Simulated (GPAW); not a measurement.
# TiPd3 (Pm-3m): the Ti K absorption edge

What does one-electron theory with a core hole give for the Ti K edge of TiPd3 (Pm-3m)?

Main program and level: GPAW 26.7.0; X-ray absorption from dipole matrix elements to empty bands, plane-wave PAW LDA.

## (1) Starting point

It takes space group Pm-3m (No. 221, cubic). The conventional cell has a = 3.820 Å, b = 3.820 Å, c = 3.820 Å, α = 90.00°, β = 90.00°, γ = 90.00°. Nearest to Pd lie 8 Pd at 2.70 Å and 4 Ti at 2.70 Å. Ti has 12 Pd at 2.70 Å nearest. Farther neighbours are not listed.

As a file:

```xyz
4
Lattice="3.8200 0.0000 0.0000 0.0000 3.8200 0.0000 0.0000 0.0000 3.8200" Properties=species:S:1:pos:R:3 pbc="T T T"
Pd    1.9100    1.9100    0.0000
Pd    1.9100    0.0000    1.9100
Pd    0.0000    1.9100    1.9100
Ti    0.0000    0.0000    0.0000
```

## (2) The field without a hole

A plain self-consistent run shows whether there is a gap, which decides the set-up of the core-hole run.

The input, scf.py:

```python
import numpy as np
from ase import Atoms
from ase.parallel import parprint, paropen
from gpaw import GPAW, PW, FermiDirac, Mixer, MixerDif, setup_paths
from gpaw.test import gen
setup_paths.insert(0, '.')
gen('Ti', name='nch1s', xcname='LDA', corehole=(1, 0, 0), write_xml=True)
from gpaw.mpi import world
world.barrier()

atoms = Atoms('Pd3Ti',
    cell=[[3.82, 0, 0],
     [0, 3.82, 0],
     [0, 0, 3.82]],
    scaled_positions=[[0.5, 0.5, 0],
     [0.5, 0, 0.5],
     [0, 0.5, 0.5],
     [0, 0, 0]],
    pbc=True)
atoms.calc = calc = GPAW(legacy_gpaw=True, mode=PW(430, force_complex_dtype=True), xc='LDA', setups={3: 'nch1s'},
    kpts={'size': (7, 7, 7), 'gamma': True}, occupations=FermiDirac(0.05),
    charge=0, mixer=Mixer(0.1, 5, 50), maxiter=150,
    convergence={'density': 0.0001, 'eigenstates': 1e-6}, txt='scf.txt')
energy = atoms.get_potential_energy() + calc.get_reference_energy()
ef = calc.get_fermi_level()
out = dict(energy=energy, fermi=ef, forces=atoms.get_forces().tolist())
parprint(f'all-electron energy {energy:.4f} eV, Fermi level {ef:.4f} eV')
ev = np.array([[calc.get_eigenvalues(k, s) for k in range(len(calc.get_ibz_k_points()))] for s in range(calc.get_number_of_spins())])
out['homo'], out['lumo'], out['counts'] = ev[ev < ef].max(), ev[ev > ef].min(), sorted(set((ev < ef).sum((0, 2)).tolist()))
out['filled'] = (ev[:, 0] < ef).sum(1).tolist()
import json
with paropen('out.json', 'w') as f:
    json.dump(out, f)
```

Run with:

```
$ OMP_NUM_THREADS=1 mpirun -n 4 gpaw python scf.py
```

Numbers of over 12 decimals in the logs are rounded to 6 here.

Log:

```text
Input parameters:
  convergence: {density: 0.0001,
                eigenstates: 1e-06}
  kpts: {gamma: True,
         size: (7, 7, 7)}
  maxiter: 150
  mixer: {backend: pulay,
          beta: 0.1,
          method: separate,
          nmaxold: 5,
          weight: 50}
  mode: {ecut: 430.0,
         force_complex_dtype: True,
         name: pw}
  occupations: {fixmagmom: False,
                name: fermi-dirac,
                width: 0.05}
  setups: {3: nch1s}

Initialize ...

[... PAW data sets ...]

Reference energy: -434468.183346  # eV

Spin-paired calculation

[... convergence settings ...]
Symmetries present (total): 48
  [... symmetry matrices ...]

343 k-points: 7 x 7 x 7 Monkhorst-Pack grid
20 k-points in the irreducible part of the Brillouin zone
       k-points in crystal coordinates                weights
   0:     0.00000000    0.00000000    0.00000000          1/343
   1:     0.14285714    0.00000000    0.00000000          6/343
   2:     0.14285714    0.14285714    0.00000000         12/343
   3:     0.14285714    0.14285714    0.14285714          8/343
   4:     0.28571429    0.00000000    0.00000000          6/343
   5:     0.28571429    0.14285714    0.00000000         24/343
   6:     0.28571429    0.14285714    0.14285714         24/343
   7:     0.28571429    0.28571429    0.00000000         12/343
   8:     0.28571429    0.28571429    0.14285714         24/343
   9:     0.28571429    0.28571429    0.28571429          8/343
          ...
  19:     0.42857143    0.42857143    0.42857143          8/343

Wave functions: Plane wave expansion
  Cutoff energy: 430.000 eV
  Number of coefficients (min, max): 1106, 1145
  Pulay-stress correction: 0.000000 eV/Ang^3 (de/decut=0.000000)
  Using FFTW library
  Wavefunction extrapolation:
    Improved wavefunction reuse through dual PAW basis

Occupation numbers: Fermi-Dirac:
  width: 0.0500  # eV

Eigensolver
   Davidson(niter=2)

Densities:
  Coarse grid: 20*20*20 grid
  Fine grid: 40*40*40 grid
  Total Charge: 0.000000

Density mixing:
  Method: separate
  Backend: pulay
  Linear mixing parameter: 0.1
  old densities: 5
  Width of damping distribution: 1.1
  Damping of long wavelength oscillations: 50

[... Hamiltonian set-up ...]
Number of atoms: 4
Number of atomic orbitals: 49
Number of bands in calculation: 40
Number of valence electrons: 60
Bands to converge: occupied

... initialized

Initializing position-dependent things.

Density initialized from atomic densities
Creating initial wave functions:
  40 bands from LCAO basis set

Positions:
   0 Pd     1.910000    1.910000    0.000000    ( 0.0000,  0.0000,  0.0000)
   1 Pd     1.910000    0.000000    1.910000    ( 0.0000,  0.0000,  0.0000)
   2 Pd     0.000000    1.910000    1.910000    ( 0.0000,  0.0000,  0.0000)
   3 Ti     0.000000    0.000000    0.000000    ( 0.0000,  0.0000,  0.0000)

Unit cell:
           periodic     x           y           z      points  spacing
  1. axis:    yes    3.820000    0.000000    0.000000    20     0.1910
  2. axis:    yes    0.000000    3.820000    0.000000    20     0.1910
  3. axis:    yes    0.000000    0.000000    3.820000    20     0.1910

  Lengths:   3.820000   3.820000   3.820000
  Angles:   90.000000  90.000000  90.000000

Effective grid spacing dv^(1/3) = 0.1910

iter:   1   -36.694120
iter:   2   -29.231408   -0.65  -1.00
iter:   3   -27.107047   -1.52  -1.34
iter:   4   -27.616143   -0.66  -1.47
iter:   5   -26.733361   -1.33  -1.42
iter:   6   -26.694384   -2.97  -1.85
iter:   7   -25.880839   -2.15  -1.85
iter:   8   -25.871651   -3.24  -2.31
iter:   9   -25.845641   -3.63  -2.42
iter:  10   -25.830896   -3.48  -2.61
iter:  11   -25.829079c  -3.79  -2.97
iter:  12   -25.829063c  -5.19  -3.74
iter:  13   -25.829060c  -5.58  -3.78
iter:  14   -25.829061c  -5.66  -3.86
iter:  15   -25.829051c  -5.89  -3.89
iter:  16   -25.829051c  -6.92c -4.51c

Converged after 16 iterations.

Dipole moment: (-0.000000, -0.000000, -0.000000) |e|*Ang

Energy contributions relative to reference atoms: (reference = -434468.183346)

Kinetic:         +3.893236
Potential:      -17.164369
External:        +0.000000
XC:             -12.161900
Entropy (-ST):   -0.011454
Local:           -0.390291
SIC:             +0.000000
--------------------------
Free energy:    -25.834778
Extrapolated:   -25.829051

Showing only first 2 kpts
 Kpt  Band  Eigenvalues  Occupancy
  0    28     10.68213    1.99999
  0    29     12.48890    0.00000
  0    30     12.48890    0.00000
  0    31     13.19166    0.00000

  1    28     10.68300    1.99999
  1    29     12.05522    0.00000
  1    30     12.36288    0.00000
  1    31     12.43583    0.00000

Fermi level: 11.29209

No gap
No difference between direct/indirect transitions

Forces in eV/Ang:
  0 Pd    0.00000    0.00000    0.00000
  1 Pd    0.00000    0.00000    0.00000
  2 Pd    0.00000   -0.00000    0.00000
  3 Ti   -0.00000   -0.00000   -0.00000
Scalar-relativistic atomic LDA calculation for Ti (Titanium, Z=22)
Core hole in 1s state (1s occupation: 2.0)
600 radial gridpoints.
|------------------------------------------------|
|------------------------------------------------|
[... the atom generator's iteration count ...]

Energy contributions:
-------------------------
Kinetic:     +858.169401
XC:           -40.035523
Potential:  -1669.760805
-------------------------
Total:       -851.626927

state      eigenvalue         ekin         rmax
-----------------------------------------------
1s^2.0 :  -178.412898   235.142209        0.046
2s^2.0 :   -19.674824    40.676506        0.270
2p^6.0 :   -16.315972    39.591103        0.219
3s^2.0 :    -2.287902     8.427789        0.869
3p^6.0 :    -1.425558     7.161594        0.900
3d^2.0 :    -0.164024     3.704740        0.977
4s^2.0 :    -0.168799     0.875365        2.882
4p^0.0 :    -0.056429     0.465286        3.811
-----------------------------------------------
(units: Bohr and Hartree)

Generating PAW setup
Kinetic energy of the core from tauc = 793.509929
Cutoffs:
rc(s)=2.400
rc(p)=2.000
rc(d)=2.000
rc(vbar)=1.800
rc(comp)=2.300
rc(nct)=2.400

Kinetic energy of the core states: 789.184048
Charge: 0.0
Core electrons: 10.0
Valence electrons: 12.0
Pseudo-core charge: 0.000001
Shape function alpha=1.890
Pseudo-electron charge 6.382666
state    eigenvalue         norm
--------------------------------
3s(2) :    -2.287902     0.302066
4s(2) :    -0.168799     0.990650
3p(6) :    -1.425558     0.436626
4p(0) :    -0.056429     0.981035
3d(2) :    -0.164024     0.588737
*d    :     0.835976
--------------------------------

Diagonalizing with gridspacing h=0.050

state   all-electron     PAW
-------------------------------
3s:      -2.287902    -2.288205
3p:      -1.425558    -1.426242
3d:      -0.164024    -0.164519
*f:                    0.065395
-------------------------------
all-electron energy -434494.0124 eV, Fermi level 11.2921 eV
```

Elapsed: 8 s, on 4 MPI ranks of AMD EPYC 7R43, shared host; peak memory 0.19 GiB.

The mesh shows no gap, so the system is treated as a metal and the core electron is put at the Fermi level (neutral cell).

## (3) Spectrum without a core hole, Ti atom 4

This cheap baseline ignores the attraction of the hole: it shows the absorber's empty states as they are in the ground state. The data set with a hole of occupation 0 only carries the core orbital.

The absorber has 12 Pd at 2.70 Å (cuboctahedral, site symmetry m-3m).

The input, xas.py:

```python
import numpy as np
from ase import Atoms
from ase.parallel import parprint, paropen
from gpaw import GPAW, PW, FermiDirac, Mixer, MixerDif, setup_paths
from gpaw.test import gen
setup_paths.insert(0, '.')
gen('Ti', name='nch1s', xcname='LDA', corehole=(1, 0, 0), write_xml=True)
from gpaw.mpi import world
world.barrier()

atoms = Atoms('Pd3Ti',
    cell=[[3.82, 0, 0],
     [0, 3.82, 0],
     [0, 0, 3.82]],
    scaled_positions=[[0.5, 0.5, 0],
     [0.5, 0, 0.5],
     [0, 0.5, 0.5],
     [0, 0, 0]],
    pbc=True)
atoms.calc = calc = GPAW(legacy_gpaw=True, mode=PW(430, force_complex_dtype=True), xc='LDA', setups={3: 'nch1s'},
    kpts={'size': (9, 9, 9), 'gamma': True}, occupations=FermiDirac(0.1),
    charge=0, mixer=Mixer(0.1, 5, 50), maxiter=150,
    convergence={'density': 0.0001, 'eigenstates': 1e-6}, txt='scf.txt')
energy = atoms.get_potential_energy() + calc.get_reference_energy()
ef = calc.get_fermi_level()
out = dict(energy=energy, fermi=ef, forces=atoms.get_forces().tolist())
parprint(f'all-electron energy {energy:.4f} eV, Fermi level {ef:.4f} eV')
ev = np.array([[calc.get_eigenvalues(k, s) for k in range(len(calc.get_ibz_k_points()))] for s in range(calc.get_number_of_spins())])
out['homo'], out['lumo'], out['counts'] = ev[ev < ef].max(), ev[ev > ef].min(), sorted(set((ev < ef).sum((0, 2)).tolist()))
out['filled'] = (ev[:, 0] < ef).sum(1).tolist()

from ase.units import Ha
from gpaw.xas import dipole_matrix_elements
nb = int(calc.get_number_of_electrons() / 2) + 56
top = nb
nscf = calc.fixed_density(kpts={'size': (7, 7, 7), 'gamma': True},
    convergence={'eigenstates': 1.0}, txt='nscf.txt')
nscf.diagonalize_full_hamiltonian(nbands=nb)
cell = atoms.cell.array
ops = [cell.T @ U.T @ np.linalg.inv(cell.T) for U in nscf.wfs.kd.symmetry.op_scc]
E = np.arange(-25, 34, 0.1)
fwhm = np.interp(E, [4, 25], [0.94, 3.5])
Y, X, zero, highest = 0, 0, 1e9, 1e9
for spin in range(nscf.get_number_of_spins()):
    wfs = nscf.wfs
    mine = wfs.bd.get_slice()  # this rank's bands
    A = dipole_matrix_elements(wfs.setups[3])
    eps = np.zeros((wfs.kd.nibzkpts, nb))
    d = np.zeros((3, A.shape[1], wfs.kd.nibzkpts, nb), complex)
    for kpt in wfs.kpt_u:
        if kpt.s == spin and 3 in kpt.P_ani:
            eps[kpt.k, mine] = kpt.eps_n * Ha
            d[:, :, kpt.k, mine] = (kpt.weight * wfs.nspins / 2) ** 0.5 * np.inner(A, kpt.P_ani[3])
    world.sum(eps)
    world.sum(d)
    T = np.einsum('amkn,bmkn->abkn', d, d.conj()).real
    T = sum(np.einsum('ai,ijkn,bj->abkn', R, T, R) for R in ops) / len(ops)
    empty = eps > ef
    zero, highest = min(zero, eps[empty].min()), min(highest, eps[:, top - 1].min())
    lines = [(eps, T, empty)] if spin == 0 else lines + [(eps, T, empty)]
for eps, T, empty in lines:
    f = np.einsum('aakn->akn', T).reshape(3, -1)
    x = eps.ravel() - zero
    w = np.interp(x, E, fwhm) / 2.35482
    g = np.exp(-0.5 * ((E[:, None] - x) / w) ** 2) / (w * (2 * np.pi) ** 0.5)
    Y = Y + (f * empty.ravel()) @ g.T
    X = X + (f * ~empty.ravel()) @ g.T
out.update(E=E.round(2).tolist(), xas=Y.tolist(), xes=X.tolist(), zero=zero, valid=highest - zero, nk=len(eps), nb=nb)
for i in range(0, len(E), 10):
    parprint(f'{E[i]:7.2f}', *(f'{v:10.3e}' for v in Y[:, i]))
import json
with paropen('out.json', 'w') as f:
    json.dump(out, f)
```

Run with:

```
$ OMP_NUM_THREADS=1 mpirun -n 4 gpaw python xas.py
```

Log:

```text
Input parameters:
  convergence: {density: 0.0001,
                eigenstates: 1e-06}
  kpts: {gamma: True,
         size: (9, 9, 9)}
  maxiter: 150
  mixer: {backend: pulay,
          beta: 0.1,
          method: separate,
          nmaxold: 5,
          weight: 50}
  mode: {ecut: 430.0,
         force_complex_dtype: True,
         name: pw}
  occupations: {fixmagmom: False,
                name: fermi-dirac,
[...]
*d    :     0.835976
--------------------------------

Diagonalizing with gridspacing h=0.050

state   all-electron     PAW
-------------------------------
3s:      -2.287902    -2.288205
3p:      -1.425558    -1.426242
3d:      -0.164024    -0.164519
*f:                    0.065395
-------------------------------
all-electron energy -434494.0102 eV, Fermi level 11.1700 eV
[...]
32.00  3.953e-07  3.953e-07  3.953e-07
  33.00  3.969e-07  3.969e-07  3.969e-07
[key lines of the parts left out:]
Converged after 15 iterations.
Dipole moment: (0.000000, -0.000000, -0.000000) |e|*Ang
Free energy:    -25.849665
Fermi level: 11.17004
```

Wall time 19 s (4 MPI ranks); peak memory 0.37 GiB; 76 s of CPU time.

The Ti K spectrum, Ti atom 4, no core hole (energy from the lowest empty level; intensity scaled to a mean of 1 over the first 20 eV):

```
E (eV)  intensity
  -2.0       0.00
  -1.0       0.00
   0.0       0.36
   1.0       0.89
   2.0       0.78
   3.0       0.56
   4.0       0.84
   5.0       0.72
   6.0       0.68
   7.0       0.43
   8.0       0.64
   9.0       0.73
  10.0       0.84
  11.0       1.02
  12.0       1.31
  13.0       1.60
  14.0       1.78
  15.0       1.68
  16.0       1.43
  17.0       1.18
  18.0       0.99
  19.0       0.98
  20.0       1.19
  21.0       1.34
  22.0       1.24
  23.0       0.98
  24.0       0.75
  25.0       0.67
  26.0       0.71
  27.0       0.74
  28.0       0.73
  29.0       0.72
  30.0       0.72
  31.0       0.76
  32.0       0.79
```

Main maxima below 30 eV (height): 1.5 eV (0.98), 4.0 eV (0.84), 14.1 eV (1.78) and 21.1 eV (1.35). A K edge sees empty p states, which here mix into the lowest empty bands, so that weight starts at the zero.

The same matrix elements for filled bands give the Ti K emission of Ti atom 4 (ground-state approximation; energy from the lowest empty level, largest value 1):

```
E (eV)  emission
-24.00      0.00
-23.25      0.00
-22.50      0.00
-21.75      0.00
-21.00      0.00
-20.25      0.00
-19.50      0.00
-18.75      0.00
-18.00      0.00
-17.25      0.00
-16.50      0.00
-15.75      0.00
-15.00      0.00
-14.25      0.00
-13.50      0.00
-12.75      0.00
-12.00      0.00
-11.25      0.00
-10.50      0.00
 -9.75      0.00
 -9.00      0.00
 -8.25      0.01
 -7.50      0.05
 -6.75      0.21
 -6.00      0.64
 -5.25      0.92
 -4.50      0.93
 -3.75      0.99
 -3.00      0.62
 -2.25      0.31
 -1.50      0.23
 -0.75      0.18
  0.00      0.06
  0.75      0.00
  1.50      0.00
  2.25      0.00
  3.00      0.00
```

Emission maxima: -3.8 eV (1.00).

## (4) Reference energy of the supercell

The photon energy needs a difference of total energies, so the cell and mesh of the coming hole run are first run without a hole.

Edit scf.py of step 2 so:

```diff
@@ -10,13 +10,17 @@
 
-atoms = Atoms('Pd3Ti',
-    cell=[[3.82, 0, 0],
-     [0, 3.82, 0],
-     [0, 0, 3.82]],
-    scaled_positions=[[0.5, 0.5, 0],
-     [0.5, 0, 0.5],
-     [0, 0.5, 0.5],
-     [0, 0, 0]],
+atoms = Atoms('Pd6Ti2',
+    cell=[[3.82, 0, 3.82],
+     [0, 3.82, 3.82],
+     [-3.82, 0, 3.82]],
+    scaled_positions=[[0, 0.5, 0.5],
+     [0.5, 0.5, 0],
+     [0.5, 0, 0],
+     [0, 0, 0.5],
+     [0, 0.5, 0],
+     [0.5, 0.5, 0.5],
+     [0, 0, 0],
+     [0.5, 0, 0.5]],
     pbc=True)
-atoms.calc = calc = GPAW(legacy_gpaw=True, mode=PW(430, force_complex_dtype=True), xc='LDA', setups={3: 'nch1s'},
-    kpts={'size': (7, 7, 7), 'gamma': True}, occupations=FermiDirac(0.05),
+atoms.calc = calc = GPAW(legacy_gpaw=True, mode=PW(430, force_complex_dtype=True), xc='LDA', setups={6: 'nch1s'},
+    kpts={'size': (7, 7, 7), 'gamma': True}, occupations=FermiDirac(0.1),
     charge=0, mixer=Mixer(0.1, 5, 50), maxiter=150,
```

Run with:

```
$ OMP_NUM_THREADS=1 mpirun -n 4 gpaw python scf.py
```

Log:

```text
Input parameters:
  convergence: {density: 0.0001,
                eigenstates: 1e-06}
  kpts: {gamma: True,
         size: (7, 7, 7)}
  maxiter: 150
  mixer: {backend: pulay,
          beta: 0.1,
          method: separate,
          nmaxold: 5,
          weight: 50}
  mode: {ecut: 430.0,
         force_complex_dtype: True,
         name: pw}
  occupations: {fixmagmom: False,
                name: fermi-dirac,
[...]
4s(2) :    -0.168799     0.990650
3p(6) :    -1.425558     0.436626
4p(0) :    -0.056429     0.981035
3d(2) :    -0.164024     0.588737
*d    :     0.835976
--------------------------------

Diagonalizing with gridspacing h=0.050

state   all-electron     PAW
-------------------------------
3s:      -2.287902    -2.288205
3p:      -1.425558    -1.426242
3d:      -0.164024    -0.164519
*f:                    0.065395
-------------------------------
all-electron energy -868988.0165 eV, Fermi level 11.1847 eV
[key lines of the parts left out:]
Converged after 15 iterations.
Dipole moment: (-0.000000, -0.000000, 0.000000) |e|*Ang
Free energy:    -51.699647
Fermi level: 11.18471
```

The job ended after 26 s (4 MPI ranks; peak memory 0.26 GiB; 1.7 min of CPU time).

Reference energy: -868988.017 eV with the cores included.

(Part 1 of 3 ends here.)

[Banner, clock and machine lines of the logs are left out without a mark of their own.]

[Logs are printed without paths, hosts, clocks, repeated set-up lines and the standing remarks that a program may print on its own settings, such as how far it seeks lower states.]

[Hosts, paths, dates, database ids (printed as entryN), source tags and the programs' standing remarks are cut or masked in the printed files.]

[Lists of maxima count a maximum above −3 eV only where it reaches 4 % of the highest in the window and stands out from its surroundings by 2 % of it (1.5 % where it reaches 55 %); shoulders and weaker maxima are passed over, and of the rest the first, up to two pre-edge ones and the few strongest are named.]
